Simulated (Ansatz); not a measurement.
**I on Ca(111): change of the work function**

How does I on the fcc site change the work function of Ca(111) as the layer fills?

Program: Ansatz 0.2.0. Level of theory: plane-wave DFT, RPBE, Ansatz PAW. Results are calculated unless marked as measured.

## (1) The starting structure

The cell holds 4 atoms: 4 Ca. Cell: a = 3.946 Å, b = 3.946 Å, c = 27.665 Å, α = 90.0°, β = 90.0°, γ = 60.0°. Vacuum lies along c.

## (2) The clean slab

The bare slab comes first, as the zero from which every change is counted. The two lowest layers are held at bulk places and the upper ones relax. The dipole correction removes the false field that a one-sided slab makes across the periodic vacuum, so each face gets a flat vacuum level of its own.

Input file input.yaml:

```yaml
crystal:
  lattice:
    - [3.945655839, 0.0, 0.0]
    - [1.9728279195, 3.4170381912, 0.0]
    - [0.0, 0.0, 27.6648435062]
  atoms:
    - { symbol: Ca, position: [0.0, 0.0, 0.3253226427] }
    - { symbol: Ca, position: [0.3333333333, 0.3333333333, 0.4417742142] }
    - { symbol: Ca, position: [0.6666666667, 0.6666666667, 0.5582257858] }
    - { symbol: Ca, position: [0.0, 0.0, 0.6746773573] }
kpoints:
  mp_grid: { grid: [9, 9, 1] }
hamiltonian:
  xc: rpbe
scf:
  occupations: { method: fermi_dirac, width: 0.1 }
  convergence: { dr2_threshold: 1.0e-08 }
efield:
  axis: 3
  dipole_correction: true
  ramp_position: 0.97
  ramp_width: 0.06
relax:
  f_tol: 0.02
  max_steps: 60
  constraints: [{ sites: [0, 1] }]
output:
  write_potential: true
  write_density: true
  volumetric_format: npy
```

Run with:

```sh
> ansatz run input.yaml --threads 4 --pin off --max-ram 12288MiB --backend cpu --events-out ev --progress --plain --runs-dir out
```

Numbers of over 12 decimals in the logs are rounded to 6 here.

The program printed:

```text
Engine: ansatz 0.2.0, aarch64-unknown-linux-gnu
Pseudopotentials: kind: paw
Pseudopotential: Ca, paw, valence charge 10, recommended cutoff 420 eV (normal), Ca.paw.azcp
Functional definition: RPBE
  parameter kappa = 0.804
  parameter beta = 0.066725
  exchange = rpbe_x(kappa = kappa, mu = beta*pi^2/3)
  correlation = pbe_c(beta = beta)
Crystal: 4 atoms, lattice volume = 372.990 Å³
Basis set: ecut = 420 eV, 7365 PW (Γ), exchange–correlation on 54×54×384 points (8 copies of the dense FFT grid, shifted against one another)
Bands: 24, of which v1, the nominal top of the filled ones, is band 20 counted from 1 (19 counted from 0)
Symmetry: 6 space group operations
k-points: 12 of 81 (time reversal used)
Non-local potential: Ca, projectors of the file, l = 0: 3, l = 1: 2, l = 2: 2
PAW form: soft (Blöchl's): semilocal exchange-correlation on the pseudo side does not see the compensation charge
PAW frozen core: Ca, regenerated for the run's functional, and the local potential with it (the file was generated under x = pbe(κ = 0.804, μ = 0.219515), c = pbe(β = 0.066725))
PAW one-centre angular grid: Ca, 110 points (default); XC on 64 Gauss nodes
Initial density: superposition of atomic densities (neutral atoms: chi_scale 0, normalization atom), corrected by the library's trained network
Initial wavefunctions: pseudopotential atomic-orbital guess
Functional: x = rpbe, c = pbe(β = 0.066725)
SCF iter   1: F=—  HF=-7284.248138 eV  |F-HF|=—  |Δ(HF+E_count)|=         —  Δρ=2.31e-3  dr2=6.36e-1  ethr=1.77e-3  p=0.000 e·Å  D=1.48e-14 V/Å  ΔV_dip=-0.00 eV  dr2_dipole=5.26e-9  V_vac-E_F(+/−)=2.78/2.78 eV  ⟨swp⟩=12.7  Hψ=3788  notcnv=0
efield: sawtooth ramp at fractional position 0.9700 (set: `efield.ramp_position`, or a place that a band, a saddle search or an elastic batch's reference lends), width 0.0600; the density the first Hamiltonian is built on has a dipole p = 0.000 e·Å; the dipole correction subtracts the counter field D = 1.48e-14 V/Å, which shifts the + side's vacuum level by -0.00 eV against the − side's; the planar-averaged density in the ramp window peaks in size at 1.4e-6 e/Å³
automatic band count: the SCF goes on with 28 bands, as 24 were too few: the levels above may hold too much charge
preconditioner: auto → LDOS  [metal: Δε(μ)=0.005 eV  Ē_g=2.317 eV  σ=0.100 eV  W_gap=0.01  n_scr=34 (ndim 8)  ℏωp=5.4 eV  f_vac=0.472  D(μ)=6.49/eV (n_scr^D=14)  β→1.0]
SCF iter   2: F=—  HF=-7284.227624 eV  |F-HF|=—  |Δ(HF+E_count)|=   2.05e-2  Δρ=8.40e-4  dr2=1.13e-2  ethr=1.59e-3  p=0.000 e·Å  D=1.17e-6 V/Å  ΔV_dip=-0.00 eV  dr2_dipole=1.04e-8  V_vac-E_F(+/−)=2.91/2.91 eV  ⟨swp⟩=1.2  Hψ=437  notcnv=0
SCF iter   3: F=—  HF=-7284.228241 eV  |F-HF|=—  |Δ(HF+E_count)|=   6.16e-4  Δρ=7.43e-4  dr2=8.35e-3  ethr=2.83e-5  p=-0.000 e·Å  D=-8.58e-7 V/Å  ΔV_dip=0.00 eV  dr2_dipole=1.24e-11  V_vac-E_F(+/−)=2.92/2.92 eV  ⟨swp⟩=2.0  Hψ=543  notcnv=0
SCF iter   4: F=—  HF=-7284.227394 eV  |F-HF|=—  |Δ(HF+E_count)|=   8.47e-4  Δρ=1.35e-4  dr2=1.16e-4  ethr=2.09e-5  p=-0.000 e·Å  D=-2.44e-7 V/Å  ΔV_dip=0.00 eV  dr2_dipole=1.28e-10  V_vac-E_F(+/−)=2.93/2.93 eV  ⟨swp⟩=2.0  Hψ=417  notcnv=0
SCF iter   5: F=—  HF=-7284.227424 eV  |F-HF|=—  |Δ(HF+E_count)|=   3.02e-5  Δρ=3.34e-5  dr2=7.62e-6  ethr=2.89e-7  p=-0.000 e·Å  D=-7.10e-8 V/Å  ΔV_dip=0.00 eV  dr2_dipole=2.13e-10  V_vac-E_F(+/−)=2.94/2.94 eV  ⟨swp⟩=2.0  Hψ=571  notcnv=0
SCF iter   6: F=—  HF=-7284.227606 eV  |F-HF|=—  |Δ(HF+E_count)|=   1.82e-4  Δρ=1.29e-5  dr2=1.19e-6  ethr=1.90e-8  p=-0.000 e·Å  D=-3.81e-8 V/Å  ΔV_dip=0.00 eV  dr2_dipole=1.48e-12  V_vac-E_F(+/−)=2.95/2.95 eV  ⟨swp⟩=2.0  Hψ=553  notcnv=0
SCF iter   7: F=—  HF=-7284.227606 eV  |F-HF|=—  |Δ(HF+E_count)|=   1.55e-7  Δρ=6.65e-6  dr2=3.60e-7  ethr=2.98e-9  p=0.000 e·Å  D=2.66e-8 V/Å  ΔV_dip=-0.00 eV  dr2_dipole=4.88e-12  V_vac-E_F(+/−)=2.95/2.95 eV  ⟨swp⟩=2.0  Hψ=535  notcnv=0
SCF iter   8: F=—  HF=-7284.227606 eV  |F-HF|=—  |Δ(HF+E_count)|=   6.86e-9  Δρ=1.37e-6  dr2=3.90e-8  ethr=8.99e-10  p=0.000 e·Å  D=1.22e-8 V/Å  ΔV_dip=-0.00 eV  dr2_dipole=1.42e-12  V_vac-E_F(+/−)=2.95/2.95 eV  ⟨swp⟩=2.0  Hψ=461  notcnv=0
SCF iter   9: F=-7284.227606 eV  HF=-7284.227606 eV  |F-HF|=4.55e-9  |Δ(HF+E_count)|=   1.97e-8  Δρ=5.89e-7  dr2=7.99e-9  ethr=2.50e-11  p=-0.000 e·Å  D=-1.41e-9 V/Å  ΔV_dip=0.00 eV  dr2_dipole=6.06e-16  V_vac-E_F(+/−)=2.95/2.95 eV  ⟨swp⟩=8.3  Hψ=1932  notcnv=0
SCF 1 converged in 9 iterations: F = -7284.227606 eV  dr2 = 7.99e-9
  greatest PAW one-centre occupation: 0.995 electrons in one spin orbital (limit 2), on the Ca atom at site 3 (counted from 0), in its partial waves of l = 0
relax step   1: F+E_penalty+E_count = -7284.22760610 eV  Δ(F+E_penalty+E_count) = +0.000e0 eV  max|allowed force component| = 5.639e-2 eV/Å  Δτ_max = 0.0000 Å  (9 SCF iters, accepted)
Bands: 28, of which v1, the nominal top of the filled ones, is band 20 counted from 1 (19 counted from 0)
Initial density: handed on by an earlier stage of this run
Initial wavefunctions: those handed on with the density
iter 1 solved again at ethr=1.60e-5 eV; its pass at ethr=3.10e-3 eV (dr2=6.41e-3 eV) is discarded
SCF iter   1: F=—  HF=-7284.228454 eV  |F-HF|=—  |Δ(HF+E_count)|=         —  Δρ=2.71e-4  dr2=7.39e-3  ethr=1.60e-5  p=-0.000 e·Å  D=-6.05e-9 V/Å  ΔV_dip=0.00 eV  dr2_dipole=1.94e-3  V_vac-E_F(+/−)=2.95/2.95 eV  ⟨swp⟩=2.0  Hψ=1089  notcnv=0
efield: sawtooth ramp at fractional position 0.9700 (set: `efield.ramp_position`, or a place that a band, a saddle search or an elastic batch's reference lends), width 0.0600; the density the first Hamiltonian is built on has a dipole p = -0.000 e·Å; the dipole correction subtracts the counter field D = -6.05e-9 V/Å, which shifts the + side's vacuum level by +0.00 eV against the − side's; the planar-averaged density in the ramp window peaks in size at 7.9e-7 e/Å³
preconditioner: auto → LDOS  [metal: Δε(μ)=0.050 eV  Ē_g=2.353 eV  σ=0.100 eV  W_gap=0.12  n_scr=34 (ndim 8)  ℏωp=5.4 eV  f_vac=0.473  D(μ)=6.26/eV (n_scr^D=14)  β→1.0]
SCF iter   2: F=—  HF=-7284.228178 eV  |F-HF|=—  |Δ(HF+E_count)|=   2.76e-4  Δρ=9.54e-5  dr2=8.64e-5  ethr=1.60e-5  p=0.000 e·Å  D=1.17e-5 V/Å  ΔV_dip=-0.00 eV  dr2_dipole=1.55e-7  V_vac-E_F(+/−)=2.95/2.95 eV  ⟨swp⟩=1.0  Hψ=336  notcnv=0
SCF iter   3: F=—  HF=-7284.228183 eV  |F-HF|=—  |Δ(HF+E_count)|=   5.85e-6  Δρ=7.01e-5  dr2=5.87e-5  ethr=2.16e-7  p=0.000 e·Å  D=4.96e-5 V/Å  ΔV_dip=-0.00 eV  dr2_dipole=2.75e-6  V_vac-E_F(+/−)=2.95/2.95 eV  ⟨swp⟩=2.0  Hψ=475  notcnv=0
SCF iter   4: F=—  HF=-7284.228174 eV  |F-HF|=—  |Δ(HF+E_count)|=   9.51e-6  Δρ=1.79e-5  dr2=1.07e-5  ethr=1.47e-7  p=0.000 e·Å  D=8.20e-5 V/Å  ΔV_dip=-0.00 eV  dr2_dipole=7.24e-7  V_vac-E_F(+/−)=2.95/2.95 eV  ⟨swp⟩=2.0  Hψ=374  notcnv=0
SCF iter   5: F=—  HF=-7284.228182 eV  |F-HF|=—  |Δ(HF+E_count)|=   8.33e-6  Δρ=4.99e-6  dr2=3.60e-7  ethr=2.69e-8  p=0.000 e·Å  D=1.20e-4 V/Å  ΔV_dip=-0.00 eV  dr2_dipole=1.22e-8  V_vac-E_F(+/−)=2.95/2.95 eV  ⟨swp⟩=1.1  Hψ=337  notcnv=0
SCF iter   6: F=—  HF=-7284.228353 eV  |F-HF|=—  |Δ(HF+E_count)|=   1.71e-4  Δρ=1.12e-6  dr2=1.26e-8  ethr=9.01e-10  p=0.000 e·Å  D=1.39e-4 V/Å  ΔV_dip=-0.00 eV  dr2_dipole=3.04e-11  V_vac-E_F(+/−)=2.95/2.95 eV  ⟨swp⟩=2.1  Hψ=431  notcnv=0
SCF iter   7: F=-7284.228353 eV  HF=-7284.228353 eV  |F-HF|=2.69e-9  |Δ(HF+E_count)|=   2.40e-9  Δρ=7.07e-7  dr2=3.50e-9  ethr=2.50e-11  p=0.000 e·Å  D=1.46e-4 V/Å  ΔV_dip=-0.00 eV  dr2_dipole=1.80e-10  V_vac-E_F(+/−)=2.95/2.95 eV  ⟨swp⟩=8.7  Hψ=1990  notcnv=0
SCF 2 converged in 7 iterations: F = -7284.228353 eV  dr2 = 3.50e-9
relax step   2: F+E_penalty+E_count = -7284.22835303 eV  Δ(F+E_penalty+E_count) = -7.469e-4 eV  max|allowed force component| = 2.562e-2 eV/Å  Δτ_max = 0.0206 Å  (7 SCF iters, accepted)
SCF iter   1: F=—  HF=-7284.228485 eV  |F-HF|=—  |Δ(HF+E_count)|=         —  Δρ=1.98e-4  dr2=3.62e-3  ethr=8.60e-5  p=0.000 e·Å  D=1.46e-4 V/Å  ΔV_dip=-0.00 eV  dr2_dipole=7.83e-4  V_vac-E_F(+/−)=2.95/2.95 eV  ⟨swp⟩=2.7  Hψ=677  notcnv=0
efield: sawtooth ramp at fractional position 0.9700 (set: `efield.ramp_position`, or a place that a band, a saddle search or an elastic batch's reference lends), width 0.0600; the density the first Hamiltonian is built on has a dipole p = 0.000 e·Å; the dipole correction subtracts the counter field D = 1.46e-4 V/Å, which shifts the + side's vacuum level by -0.00 eV against the − side's; the planar-averaged density in the ramp window peaks in size at 8.2e-7 e/Å³
SCF iter   2: F=—  HF=-7284.228367 eV  |F-HF|=—  |Δ(HF+E_count)|=   1.18e-4  Δρ=7.48e-5  dr2=9.41e-5  ethr=9.05e-6  p=0.000 e·Å  D=2.29e-4 V/Å  ΔV_dip=-0.01 eV  dr2_dipole=1.01e-5  V_vac-E_F(+/−)=2.94/2.95 eV  ⟨swp⟩=1.0  Hψ=432  notcnv=0
SCF iter   3: F=—  HF=-7284.228375 eV  |F-HF|=—  |Δ(HF+E_count)|=   7.92e-6  Δρ=5.61e-5  dr2=3.57e-5  ethr=2.35e-7  p=0.000 e·Å  D=2.30e-4 V/Å  ΔV_dip=-0.01 eV  dr2_dipole=2.41e-6  V_vac-E_F(+/−)=2.94/2.95 eV  ⟨swp⟩=2.0  Hψ=463  notcnv=0
SCF iter   4: F=—  HF=-7284.228370 eV  |F-HF|=—  |Δ(HF+E_count)|=   4.64e-6  Δρ=8.80e-6  dr2=1.01e-6  ethr=8.92e-8  p=0.001 e·Å  D=2.52e-4 V/Å  ΔV_dip=-0.01 eV  dr2_dipole=5.53e-8  V_vac-E_F(+/−)=2.94/2.95 eV  ⟨swp⟩=2.0  Hψ=408  notcnv=0
SCF iter   5: F=—  HF=-7284.228548 eV  |F-HF|=—  |Δ(HF+E_count)|=   1.78e-4  Δρ=3.21e-6  dr2=8.63e-8  ethr=2.53e-9  p=0.001 e·Å  D=2.71e-4 V/Å  ΔV_dip=-0.01 eV  dr2_dipole=9.93e-10  V_vac-E_F(+/−)=2.94/2.95 eV  ⟨swp⟩=2.0  Hψ=402  notcnv=0
SCF iter   6: F=—  HF=-7284.228548 eV  |F-HF|=—  |Δ(HF+E_count)|=   6.09e-8  Δρ=1.39e-6  dr2=1.48e-8  ethr=2.50e-11  p=0.001 e·Å  D=2.84e-4 V/Å  ΔV_dip=-0.01 eV  dr2_dipole=3.21e-10  V_vac-E_F(+/−)=2.94/2.95 eV  ⟨swp⟩=9.3  Hψ=2093  notcnv=0
SCF iter   7: F=-7284.228548 eV  HF=-7284.228548 eV  |F-HF|=2.86e-10  |Δ(HF+E_count)|=   1.47e-9  Δρ=3.05e-7  dr2=6.85e-10  ethr=2.50e-11  p=0.001 e·Å  D=2.87e-4 V/Å  ΔV_dip=-0.01 eV  dr2_dipole=2.43e-12  V_vac-E_F(+/−)=2.94/2.95 eV  ⟨swp⟩=8.0  Hψ=1831  notcnv=0
SCF 3 converged in 7 iterations: F = -7284.228548 eV  dr2 = 6.85e-10
relax step   3: F+E_penalty+E_count = -7284.22854819 eV  Δ(F+E_penalty+E_count) = -1.952e-4 eV  max|allowed force component| = 1.907e-3 eV/Å  Δτ_max = 0.0144 Å  (7 SCF iters, accepted)
NSCF: frozen V_eff on 12 k-points
the search or the solves at the SCF's close seem to have found levels that the self-consistency loop had missed (the run counts 1). By its estimate they hold 6.97e-8 electrons. The energies and the density leave them out; if the run goes on with those levels, later outputs use occupations computed again with them
WARN: The output density's exchange-correlation potential varies sharply where the density is thin. Do not read a vacuum level from v_tot or v_xc, or from such a field of the output density. On a cell that repeats whose density bears no net charge and no dipole along the vacuum's axis use v_es (v_loc + v_h of the components); under efield.dipole_correction with no amplitude use v_es + v_field, which holds any externa [...]
SCF converged after 7 iterations
Free energy (F): -7284.228548 eV
Harris-Foulkes:  -7284.228548 eV  (|F-HF|=2.86e-10)
Internal energy: -7284.031979 eV  (E = F + TS)
E sigma→0 (E₀):  -7284.130263 eV
Entropy (-TS):   -0.196570 eV (-49.142 meV/atom)
Fermi energy:    0.808383 eV
Dipole field:    D = 0.000286 V/Å  (p = 0.000589 e·Å, saw-weighted, corrected)
Work function:   Φ+ = 2.9424 eV   Φ− = 2.9504 eV
Levels:          The Fermi level and band energies are counted from a zero that moves with the ramp; work functions are not
--- Per-component energies (eV) ---
  E_band       = -877.355515
  E_kinetic    = 1100.747259
  E_local      = -18123.749161  (includes V_loc(G=0)·N_el)
  E_nonlocal   = 250.070674
  E_hartree    = 8413.773690
  E_xc         = -544.888498
  E_vxc        = -676.574425  (∫ρ·V_xc dr)
  E_paw        = -3447.610246  (= ΣΔE_a)
  E_vpaw       = -255.396579  (= ΣTr[D̂ρ^β])
  E_aug_tail   = -0.000026  (compensation charges beyond the density's cutoff)
  E_efield     = 0.000000  (sawtooth field / dipole correction)
  E_vefield    = -0.000113  (∫n·V_field dr)
  E_ewald      = 5067.829294
  E_core_change = -0.204966  (= ΣΔE_core)
  E_smearing   = -0.196570  (= −TS)
  E_closure    = 0.000000  (closes the sum)
  Σ components = -7284.228548   (vs F -7284.228548, Δ=0.00e0)
--- Forces (eV/Å), atoms counted from 1 ---
  atom   1  Ca    -0.00000000     0.00000000     0.02791133
  atom   2  Ca     0.00000000     0.00000000    -0.02745486
  atom   3  Ca     0.00000000    -0.00000000     0.00146366
  atom   4  Ca    -0.00000000    -0.00000000    -0.00190730
  max |Σ_I F_I| component: 1.28e-5 eV/Å
--- Band table (eV; the first three rows and the last of 12) ---
  k-point 0: bands = [... 16 lower, -3.0163, -2.5435, -1.7389, -0.7939, 0.6812, 1.2217, 1.7194, 2.3067, ... 4 higher]
  k-point 1: bands = [... 16 lower, -2.8360, -2.3668, -1.5669, -0.6239, 0.7292, 1.2997, 1.7764, 2.3130, ... 4 higher]
  k-point 2: bands = [... 16 lower, -2.3137, -1.8581, -1.0778, -0.1511, 0.8663, 1.4830, 1.8419, 2.1520, ... 4 higher]
  k-point 11: bands = [... 16 lower, 0.6506, 0.6532, 0.6917, 0.8806, 0.8825, 1.1147, 1.4477, 1.4501, ... 4 higher]
--- Relaxed structure (3 steps of the walk, 3 accepted, 0 SCFs on fresh bases) ---
  F+E_penalty+E_count = -7284.22854819 eV   max|allowed force component| = 1.907e-3 eV/Å
  atoms:
    - { symbol: Ca, position: [0.0, 0.0, 0.3253226427] }
    - { symbol: Ca, position: [0.333333, 0.333333, 0.4417742142] }
    - { symbol: Ca, position: [0.666667, 0.666667, 0.559488] }
    - { symbol: Ca, position: [0, 0, 0.674842] }
```

The job ended after 7.3 s (4 threads of Arm Neoverse V2, shared host; peak memory 0.61 GiB; 26 s of CPU time).

Step by step:

```
step  energy less that of the first step (eV)  largest force component (eV/Å)
   1                                   0.0000                          0.0564
   2                                  -0.0007                          0.0256
   3                                  -0.0009                          0.0019
```

Forces are held to the 6 operations that the run works with; a distortion that breaks them can't arise in this run.

The atoms that moved most (Å):

```csv
atom,dx,dy,dz,length
Ca3,0.000,0.000,0.035,0.035
```

The relaxed structure:

```xyz
4
Lattice="3.9457 0.0000 0.0000 1.9728 3.4170 0.0000 0.0000 0.0000 27.6648" Properties=species:S:1:pos:R:3
Ca    0.0000    0.0000    9.0000
Ca    1.9728    1.1390   12.2216
Ca    3.9457    2.2780   15.4782
Ca    0.0000    0.0000   18.6694
```

This step gave:

```
energy at zero smearing   : -7284.1303 eV
work function, upper face : 2.942 eV
dipole along the normal   : 5.89e-4 e·Å
```

Running mean over 3.222 Å of the planar mean; the ramp of the sawtooth is left out. Table of electron's electrostatic potential energy less the Fermi level by z:

```
z (Å)  electron's electrostatic potential energy less the Fermi level (eV)
    4                                                                 2.94
    5                                                                 2.89
    6                                                                 2.58
    7                                                                0.964
    8                                                                -2.40
    9                                                                -3.15
   10                                                                -2.98
   11                                                                -2.92
   12                                                                -2.93
   13                                                                -2.89
   14                                                                -2.80
   15                                                                -2.90
   16                                                                -2.94
   17                                                                -3.04
   18                                                                -3.07
   19                                                                -3.10
   20                                                                -1.48
   21                                                                 1.80
   22                                                                 2.73
   23                                                                 2.91
   24                                                                 2.94
```

The relaxation took 3 steps and lowered the energy by 9.4e-4 eV; the largest force on the free atoms ends at 0.0019 eV/Å.

The work function of the upper face is 2.94 eV.

[end of part 1 of 5]

[Logs are printed without paths, hosts, clocks, repeated set-up lines and the standing remarks that a program may print on its own settings, such as how far it seeks lower states.]

[Hosts, paths, dates, database ids (printed as entryN), source tags and the programs' standing remarks are cut or masked in the printed files.]

[Maps of the electrostatic potential energy from Ansatz leave out the sawtooth potential of an applied field or a dipole correction, so their vacuum need not be flat; planar profiles and work functions include it.]
